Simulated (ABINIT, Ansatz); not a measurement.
# SnTe2 (Fm-3m): from the cell to the phonon bands

How does SnTe2 (Fm-3m) vibrate, and is this structure a minimum?

Main program and level: ABINIT 10.8.3; DFT LDA, scalar-relativistic, plane waves, HGH norm-conserving pseudopotentials.

The structure was built from a prototype and need not be the compound's stable phase.

## Step 1: Starting point

It takes space group Fm-3m (No. 225, cubic). The conventional cell has a = 7.242 Å, b = 7.242 Å, c = 7.242 Å, α = 90.00°, β = 90.00°, γ = 90.00°. Sn has 8 Te at 3.14 Å nearest. Nearest to Te lie 4 Sn at 3.14 Å. Farther neighbours and most contacts between anions are not listed.

## Step 2: Relaxing the cell and atoms

The harmonic expansion needs vanishing forces, and a free crystal bears no stress, so cell and atoms are brought to rest. Stress is more sensitive to the basis than forces are: the last 3 Ha under the cutoff are smoothed with ecutsm, and the cutoff is raised above that of the later runs.

The starting cell comes from a relaxation made beforehand in Ansatz (LDA, PseudoDojo NC).

Contents of relax.abi:

```
# relaxation
ionmov 2
optcell 2
dilatmx 1.08
ntime 40
tolmxf 1.0d-05
tolvrs 1.0d-14
prtwf 0
prtden 0
chksymtnons 0

# basis, mesh and filling
ecut 26.0
ecutsm 3.0
ixc 7
ngkpt 6 6 6
nshiftk 1
shiftk 0.0 0.0 0.0
istwfk *1
occopt 6
tsmear 0.01
nband 14
nstep 100
diemac 1000000.0
prtebands 0
prtgsr 0
useylm 1

# cell and atoms
acell 9.677444127 9.677444127 9.677444127
rprim 
    -0.7071067812 0.0 0.7071067812
    0.0 0.7071067812 0.7071067812
    -0.7071067812 0.7071067812 0.0
ntypat 2
znucl 50 52
natom 3
typat 1 2 2
xred 
    0.0 0.0 0.0
    0.75 0.75 0.75
    0.25 0.25 0.25
pp_dirpath "./pseudo"
pseudos "Sn.hgh, Te.hgh"
```

Run with:

```bash
OMP_NUM_THREADS=1 mpirun -n 4 abinit relax.abi > relax.log
```

Numbers of over 12 decimals in the logs are rounded to 6 here.

relax.abo, the main output file:

```text
[banners, grids, parts of the stress and lines that vanish by symmetry left out]
- input  file    -> relax.abi
- output file    -> relax.abo
- root for input  files -> relaxi
[...]
Symmetries : space group Fm -3 m (#225); Bravais cF (face-center cubic)
[...]
mpw =        5132          nfft =      110592          nkpt =          16
[...]
== DATASET  1 ==================================================================
[...]
cutoff_energies: {ecut:  26.0, pawecutdg:  -1.0, }
[...]
Exchange-correlation functional for the present dataset will be:
  LDA: Perdew-Wang 92 LSD fit to Ceperley-Alder data - ixc=7
[...]
ETOT  1  -20.022927252401    -2.002E+01 2.600E-02 3.372E+01
 ETOT  2  -20.038522094421    -1.559E-02 2.853E-03 2.276E+00
 ETOT  3  -20.038652615578    -1.305E-04 1.341E-03 4.085E-01
 ETOT  4  -20.038669530497    -1.691E-05 6.562E-04 5.942E-02
 ETOT  5  -20.038672300607    -2.770E-06 3.620E-04 8.927E-05
[...]
At SCF step   10       vres2   =  3.60E-15 < tolvrs=  1.00E-14 =>converged.
[...]
sigma(1 1)= -1.49070544E-06  sigma(3 2)=  0.00000000E+00
  sigma(2 2)= -1.49070544E-06  sigma(3 1)=  0.00000000E+00
  sigma(3 3)= -1.49070544E-06  sigma(2 1)=  0.00000000E+00
[...]
convergence: {deltae: -1.421E-14, res2:  3.597E-15, residm:  1.284E-05, diffor: null, }
etotal    :  -2.00386723E+01
[...]
ETOT  1  -20.038672420941    -2.004E+01 7.844E-06 4.230E-05
[...]
At SCF step    7       vres2   =  1.41E-15 < tolvrs=  1.00E-14 =>converged.
[...]
sigma(1 1)= -1.28124870E-06  sigma(3 2)=  0.00000000E+00
  sigma(2 2)= -1.28124870E-06  sigma(3 1)=  0.00000000E+00
  sigma(3 3)= -1.28124870E-06  sigma(2 1)=  0.00000000E+00
[...]
convergence: {deltae:  4.583E-13, res2:  1.411E-15, residm:  1.459E-05, diffor: null, }
etotal    :  -2.00386724E+01
[...]
ETOT  1  -20.038672640652    -2.004E+01 1.358E-05 1.587E-03
[...]
ETOT  7  -20.038672761794    -1.741E-13 3.617E-06 5.130E-14
 ETOT  8  -20.038672761794     6.857E-13 8.315E-06 4.247E-16
 At SCF step    8       vres2   =  4.25E-16 < tolvrs=  1.00E-14 =>converged.
[...]
sigma(1 1)= -1.96481782E-09  sigma(3 2)=  0.00000000E+00
  sigma(2 2)= -1.96481782E-09  sigma(3 1)=  0.00000000E+00
  sigma(3 3)= -1.96481782E-09  sigma(2 1)=  0.00000000E+00
[...]
convergence: {deltae:  6.857E-13, res2:  4.247E-16, residm:  8.315E-06, diffor: null, }
etotal    :  -2.00386728E+01
[...]
At Broyd/MD step   3, gradients are converged :
[...]
sigma(1 1)= -1.96481782E-09  sigma(3 2)=  0.00000000E+00
  sigma(2 2)= -1.96481782E-09  sigma(3 1)=  0.00000000E+00
  sigma(3 3)= -1.96481782E-09  sigma(2 1)=  0.00000000E+00
[...]
- sigma(1 1)= -5.78069361E-05  sigma(3 2)=  0.00000000E+00
- sigma(2 2)= -5.78069360E-05  sigma(3 1)=  0.00000000E+00
- sigma(3 3)= -5.78069361E-05  sigma(2 1)=  0.00000000E+00
[...]
fcart     -0.0000000000E+00 -0.0000000000E+00 -0.0000000000E+00
           strten     -1.9648178223E-09 -1.9648178189E-09 -1.9648178215E-09
================================================================================

[key lines of the parts left out:]
pressure_GPa:   5.7807E-05
Total energy (etotal) [Ha]= -2.00386727617938E+01
```

The job ended after 21 s (4 MPI ranks of Intel Xeon Platinum 8488C (Sapphire Rapids), shared host).

Little changed from the start: no atom moved by 0.005 Å and no cell edge by 0.1 %.

Numbers from this step:

| Item | Value |
| --- | --- |
| volume per atom | 31.69 Å³ |
| pressure | 5.78e-5 GPa |
| gap on the k-mesh | 0 eV |

## Step 3: Self-consistent run for the response

First-order wavefunctions inherit every error of the ground state, hence the very tight tolvrs. Occupations are smeared.

Contents of gs.abi:

```
# ground state
tolvrs 1.0d-16
prtden 1
prtwf 1
prtpot 1

# basis, mesh and filling
ecut 20.0
ixc 7
ngkpt 6 6 6
nshiftk 1
shiftk 0.0 0.0 0.0
istwfk *1
occopt 6
tsmear 0.01
nband 14
nstep 100
diemac 1000000.0
prtebands 0
prtgsr 0
useylm 1

# cell and atoms
acell 9.680526803 9.680526803 9.680526803
rprim 
    -0.7071067812 0.0 0.7071067812
    0.0 0.7071067812 0.7071067812
    -0.7071067812 0.7071067812 0.0
ntypat 2
znucl 50 52
natom 3
typat 1 2 2
xred 
    0.0 0.0 0.0
    0.75 0.75 0.75
    0.25 0.25 0.25
pp_dirpath "./pseudo"
pseudos "Sn.hgh, Te.hgh"
```

Run with:

```bash
OMP_NUM_THREADS=1 mpirun -n 4 abinit gs.abi > gs.log
```

gs.abo, the main output file:

```text
[banners, grids, parts of the stress and lines that vanish by symmetry left out]
- input  file    -> gs.abi
- output file    -> gs.abo
- root for input  files -> gsi
[...]
Symmetries : space group Fm -3 m (#225); Bravais cF (face-center cubic)
[...]
mpw =        2764          nfft =       64000          nkpt =          16
[...]
== DATASET  1 ==================================================================
[...]
cutoff_energies: {ecut:  20.0, pawecutdg:  -1.0, }
[...]
Exchange-correlation functional for the present dataset will be:
  LDA: Perdew-Wang 92 LSD fit to Ceperley-Alder data - ixc=7
[...]
ETOT  1  -20.023830076933    -2.002E+01 2.592E-02 1.939E+01
 ETOT  2  -20.038073155280    -1.424E-02 3.701E-03 1.313E+00
 ETOT  3  -20.038201589400    -1.284E-04 8.155E-04 2.356E-01
 ETOT  4  -20.038218236266    -1.665E-05 5.248E-04 3.389E-02
 ETOT  5  -20.038220974533    -2.738E-06 3.460E-04 4.780E-05
[...]
ETOT 10  -20.038220979233     3.091E-13 2.148E-05 2.249E-15
 ETOT 11  -20.038220979233    -2.487E-14 2.329E-05 2.212E-17
 At SCF step   11       vres2   =  2.21E-17 < tolvrs=  1.00E-16 =>converged.
[...]
sigma(1 1)=  4.18044446E-06  sigma(3 2)=  0.00000000E+00
  sigma(2 2)=  4.18044446E-06  sigma(3 1)=  0.00000000E+00
  sigma(3 3)=  4.18044446E-06  sigma(2 1)=  0.00000000E+00
[...]
convergence: {deltae: -2.487E-14, res2:  2.212E-17, residm:  2.329E-05, diffor: null, }
etotal    :  -2.00382210E+01
[...]
sigma(1 1)=  4.18044446E-06  sigma(3 2)=  0.00000000E+00
  sigma(2 2)=  4.18044446E-06  sigma(3 1)=  0.00000000E+00
  sigma(3 3)=  4.18044446E-06  sigma(2 1)=  0.00000000E+00
[...]
- sigma(1 1)=  1.22992922E-01  sigma(3 2)=  0.00000000E+00
- sigma(2 2)=  1.22992922E-01  sigma(3 1)=  0.00000000E+00
- sigma(3 3)=  1.22992922E-01  sigma(2 1)=  0.00000000E+00
[...]
fcart     -0.0000000000E+00 -0.0000000000E+00 -0.0000000000E+00
           strten      4.1804444590E-06  4.1804444590E-06  4.1804444590E-06
================================================================================

[key lines of the parts left out:]
pressure_GPa:  -1.2299E-01
```

Elapsed: 5.8 s, on 4 MPI ranks; 22 s of CPU time.

Read from the output:

```yaml
pressure: -0.1230 GPa
```

The cell stands at -0.12 GPa: the relaxation ran with a smoothed and higher cutoff, and the difference is a stress of the finite basis.

## Step 4: Zone-centre response

At q = 0 one unit cell holds all displacements. The response is solved for single atoms along the cell's directions, and symmetry skips those that follow from others. The crystal is treated as a metal, which screens a static field, so no field response is asked.

Contents of dfpt_gamma.abi:

```

# common to the responses
getwfk_filepath "gso_WFK"
kptopt 2
nqpt 1
qpt 0.0 0.0 0.0
asr 0
chneut 0

# displacements
rfphon 1
rfatpol 1 3
rfdir 1 1 1
tolvrs 1.0d-10
prtwf 0

# basis, mesh and filling
ecut 20.0
ixc 7
ngkpt 6 6 6
nshiftk 1
shiftk 0.0 0.0 0.0
istwfk *1
occopt 6
tsmear 0.01
nband 14
nstep 100
diemac 1000000.0
prtebands 0
prtgsr 0
useylm 1

# cell and atoms
acell 9.680526803 9.680526803 9.680526803
rprim 
    -0.7071067812 0.0 0.7071067812
    0.0 0.7071067812 0.7071067812
    -0.7071067812 0.7071067812 0.0
ntypat 2
znucl 50 52
natom 3
typat 1 2 2
xred 
    0.0 0.0 0.0
    0.75 0.75 0.75
    0.25 0.25 0.25
pp_dirpath "./pseudo"
pseudos "Sn.hgh, Te.hgh"
```

Run with:

```bash
OMP_NUM_THREADS=1 mpirun -n 4 abinit dfpt_gamma.abi > dfpt_gamma.log
```

dfpt_gamma.abo, the main output file:

```text
[banners, grids, parts of the stress and lines that vanish by symmetry left out]
- input  file    -> dfpt_gamma.abi
- output file    -> dfpt_gamma.abo
- root for input  files -> dfpt_gammai
- root for output files -> dfpt_gammao

 Symmetries : space group Fm -3 m (#225); Bravais cF (face-center cubic)
================================================================================
 Values of the parameters that define the memory need of the present run (RF).
     intxc =       0      iscf =       7    lmnmax =      14     lnmax =       6
     mgfft =      40  mpssoang =       3    mqgrid =    3001     natom =       3
  nloc_mem =       1    nspden =       1   nspinor =       1    nsppol =       1
      nsym =      48    n1xccc =       0    ntypat =       2    occopt =       6
   xclevel =       1
-    mband =          14        mffmem =           1         mkmem =          28
-   mkqmem =          28        mk1mem =          28           mpw =        2764
      nfft =       64000          nkpt =         112
- my_mband =          14
================================================================================
================================================================================

--------------------------------------------------------------------------------
------------- Echo of variables that govern the present computation ------------
--------------------------------------------------------------------------------
-
- outvars: echo of selected default values
-   iomode0 =  0 , fftalg0 =312 , wfoptalg0 =  0
-
- outvars: echo of global parameters not present in the input file
-  max_nthreads =    1
-
 -outvars: echo values of preprocessed input variables
 [... echo left out ...]
================================================================================

 chkinp: Checking input parameters for consistency.

[...]
== DATASET  1 ==================================================================
-   mpi_nproc: 4, omp_nthreads: 1 (-1 if OMP is not activated)

--- !DatasetInfo
iteration_state: {dtset: 1, }
dimensions: {natom: 3, nkpt: 112, mband: 14, nsppol: 1, nspinor: 1, nspden: 1, mpw: 2764, }
cutoff_energies: {ecut:  20.0, pawecutdg:  -1.0, }
electrons: {nelect:   1.60000000E+01, charge:   0.00000000E+00, occopt:   6.00000000E+00, tsmear:   1.00000000E-02, }
meta: {optdriver: 1, rfphon: 1, }
...

 mkfilename: getwfk from: gso_WFK

 Exchange-correlation functional for the present dataset will be:
  LDA: Perdew-Wang 92 LSD fit to Ceperley-Alder data - ixc=7
 Citation for XC functional:
  J.P.Perdew and Y.Wang, PRB 45, 13244 (1992)

 Real(R)+Recip(G) space primitive vectors, cartesian coordinates (Bohr,Bohr^-1):
 R(1)= -6.8451661  0.0000000  6.8451661  G(1)= -0.0730442 -0.0730442  0.0730442
 R(2)=  0.0000000  6.8451661  6.8451661  G(2)=  0.0730442  0.0730442  0.0730442
 R(3)= -6.8451661  6.8451661  0.0000000  G(3)= -0.0730442  0.0730442 -0.0730442
 Unit cell volume ucvol=  6.4147831E+02 bohr^3
 Angles (23,13,12)=  6.00000000E+01  6.00000000E+01  6.00000000E+01 degrees
 setup1 : take into account q-point for computing boxcut.

 getcut: wavevector=  0.0000  0.0000  0.0000  ngfft=  40  40  40
         ecut(hartree)=     20.000   => boxcut(ratio)=   2.05249

--- Pseudopotential description ------------------------------------------------
- pspini: atom type   1  psp file is ./pseudo/Sn.hgh

- pspini: atom type   2  psp file is ./pseudo/Te.hgh

   1.70274819E+03                                ecore*ucvol(ha*bohr**3)
--------------------------------------------------------------------------------

 ==>  initialize data related to q vector <==

 The list of irreducible perturbations for this q vector is:
    1)    idir= 1    ipert=   1
    2)    idir= 1    ipert=   2

[...]
The perturbation idir=   2  ipert=   1 is
 symmetric of a previously calculated perturbation.
 So, its SCF calculation is not needed.

 The perturbation idir=   3  ipert=   1 is
 symmetric of a previously calculated perturbation.
 So, its SCF calculation is not needed.

 The perturbation idir=   2  ipert=   2 is
 symmetric of a previously calculated perturbation.
 So, its SCF calculation is not needed.

 The perturbation idir=   3  ipert=   2 is
 symmetric of a previously calculated perturbation.
 So, its SCF calculation is not needed.

 The perturbation idir=   1  ipert=   3 is
 symmetric of a previously calculated perturbation.
 So, its SCF calculation is not needed.

 The perturbation idir=   2  ipert=   3 is
 symmetric of a previously calculated perturbation.
 So, its SCF calculation is not needed.

 The perturbation idir=   3  ipert=   3 is
 symmetric of a previously calculated perturbation.
 So, its SCF calculation is not needed.

--------------------------------------------------------------------------------
 Perturbation wavevector (in red.coord.)   0.000000  0.000000  0.000000
 Perturbation : displacement of atom   1   along direction   1
 Found     4 symmetries that leave the perturbation invariant.

[...]
dfpt_looppert : total number of electrons, from k and k+q
  fully or partially occupied states are    1.600000E+01 and    1.600000E+01.
 Initialisation of the first-order wave-functions :
  ireadwf=   0

--- !BeginCycle
iteration_state: {dtset: 1, }
solver: {iscf: 7, nstep: 100, nline: 4, wfoptalg: 0, }
tolerances: {tolvrs: 1.00E-10, }
...

     iter   2DEtotal(Ha)        deltaE(Ha) residm    vres2
-ETOT  1   27.197559663633     -8.495E+01 2.349E+00 6.853E+04
 ETOT  2   2.103555     -2.509E+01 7.462E-02 5.459E+02
 ETOT  3   1.971604     -1.320E-01 1.835E-03 5.750E+01
 ETOT  4   1.959245     -1.236E-02 3.641E-05 1.839E+00
 ETOT  5   1.958900     -3.444E-04 3.468E-06 1.814E-02
[...]
At SCF step    9       vres2   =  3.87E-11 < tolvrs=  1.00E-10 =>converged.
[...]
Mean square residual over all n,k,spin=   20.401E-15; max=  10.096E-12

 Thirteen components of 2nd-order total energy (hartree) are
 1,2,3: 0th-order hamiltonian combined with 1st-order wavefunctions
     kin0=   9.49367295E+01 eigvalue=   5.54782555E+00  local=  -2.77703982E+01
 4,5,6: 1st-order hamiltonian combined with 1st and 0th-order wfs
 loc psp =  -9.67536592E+01  Hartree=   1.89224193E+01     xc=  -9.92369549E+00
 note that "loc psp" includes a xc core correction that could be resolved
 7,8,9: eventually, occupation + non-local contributions
    edocc=   8.44470132E+00     enl0=   2.00268048E+01   enl1=  -1.23615113E+02
 1-9 gives the relaxation energy (to be shifted if some occ is /=2.0)
   erelax=  -1.10184386E+02
 10,11,12 Non-relaxation  contributions : frozen-wavefunctions and Ewald
 fr.local=   2.28005845E+01 fr.nonlo=   5.99698641E+01  Ewald=   2.93728341E+01
 13,14 Frozen wf xc core corrections (1) and (2)
 frxc 1  =   0.00000000E+00  frxc 2 =   0.00000000E+00
 Resulting in :
 2DEtotal=    0.1958896976E+01 Ha. Also 2DEtotal=    0.533043022230E+02 eV
    (2DErelax=   -1.1018438571E+02 Ha. 2DEnonrelax=    1.1214328268E+02 Ha)
    (  non-var. 2DEtotal :    1.9588964140E+00 Ha)

[...]
Perturbation wavevector (in red.coord.)   0.000000  0.000000  0.000000
 Perturbation : displacement of atom   2   along direction   1
 Found     2 symmetries that leave the perturbation invariant.

--------------------------------------------------------------------------------

--------------------------------------------------------------------------------

 dfpt_looppert : total number of electrons, from k and k+q
  fully or partially occupied states are    1.600000E+01 and    1.600000E+01.
 Initialisation of the first-order wave-functions :
  ireadwf=   0

--- !BeginCycle
iteration_state: {dtset: 1, }
solver: {iscf: 7, nstep: 100, nline: 4, wfoptalg: 0, }
tolerances: {tolvrs: 1.00E-10, }
...

     iter   2DEtotal(Ha)        deltaE(Ha) residm    vres2
-ETOT  1   106.74064659102     -2.341E+02 1.799E+00 2.887E+05
[...]
ETOT 10   1.924674     -1.228E-11 1.152E-11 6.955E-10
 ETOT 11   1.924674     -1.990E-12 1.066E-12 1.175E-11

 At SCF step   11       vres2   =  1.18E-11 < tolvrs=  1.00E-10 =>converged.
[...]
Mean square residual over all n,k,spin=   24.535E-16; max=  10.662E-13

 Thirteen components of 2nd-order total energy (hartree) are
 1,2,3: 0th-order hamiltonian combined with 1st-order wavefunctions
     kin0=   2.79289633E+02 eigvalue=   1.68499126E+01  local=  -6.96946737E+01
 4,5,6: 1st-order hamiltonian combined with 1st and 0th-order wfs
 loc psp =  -4.06072959E+02  Hartree=   7.45825047E+01     xc=  -3.15030657E+01
 note that "loc psp" includes a xc core correction that could be resolved
 7,8,9: eventually, occupation + non-local contributions
    edocc=   2.00481623E+01     enl0=   4.93406585E+01   enl1=  -2.71753304E+02
 1-9 gives the relaxation energy (to be shifted if some occ is /=2.0)
   erelax=  -3.38913131E+02
 10,11,12 Non-relaxation  contributions : frozen-wavefunctions and Ewald
 fr.local=   1.68620662E+02 fr.nonlo=   1.35501101E+02  Ewald=   3.67160427E+01
 13,14 Frozen wf xc core corrections (1) and (2)
 frxc 1  =   0.00000000E+00  frxc 2 =   0.00000000E+00
 Resulting in :
 2DEtotal=    0.1924673987E+01 Ha. Also 2DEtotal=    0.523730472481E+02 eV
    (2DErelax=   -3.3891313126E+02 Ha. 2DEnonrelax=    3.4083780525E+02 Ha)
    (  non-var. 2DEtotal :    1.9246739666E+00 Ha)

[...]
---- first-order wavefunction calculations are completed ----

 ==> Compute Derivative Database <==

 [... matrices left out ...]
  Phonon wavevector (reduced coordinates) :  0.00000  0.00000  0.00000
 Phonon energies in Hartree :
  -3.603361E-06 -3.603361E-06 -3.603359E-06  3.628770E-04  3.628770E-04
   3.628770E-04  3.761991E-04  3.761991E-04  3.761991E-04
 Phonon frequencies in cm-1    :
- -7.908463E-01 -7.908462E-01 -7.908460E-01  7.964231E+01  7.964231E+01
-  7.964231E+01  8.256616E+01  8.256616E+01  8.256616E+01

== END DATASET(S) ==============================================================
================================================================================

 -outvars: echo values of variables after computation
            acell      9.6805268030E+00  9.6805268030E+00  9.6805268030E+00 Bohr
           etotal      1.9246739866E+00
            fcart      0.0000000000E+00  0.0000000000E+00  0.0000000000E+00
           strten      0.0000000000E+00  0.0000000000E+00  0.0000000000E+00
================================================================================
```

Run time: 34 s. Hardware: 4 MPI ranks.

Read from the output:

```
largest acoustic frequency at the zone centre before the sum rule : -0.79 cm⁻¹
highest optical zone-centre mode (no LO-TO term)                  : 82.57 cm⁻¹
lowest optical zone-centre mode                                   : 79.64 cm⁻¹
```

The acoustic modes at Γ come out as far as 0.8 cm⁻¹ from zero, where they should vanish, a small numerical error.

(Continued in part 2 of 3.)

[Host names and launcher messages were left out of these logs when they were recorded.]

[Logs are printed without paths, hosts, clocks, repeated set-up lines and the standing remarks that a program may print on its own settings, such as how far it seeks lower states.]

[Hosts, paths, dates, database ids (printed as entryN), source tags and the programs' standing remarks are cut or masked in the printed files.]
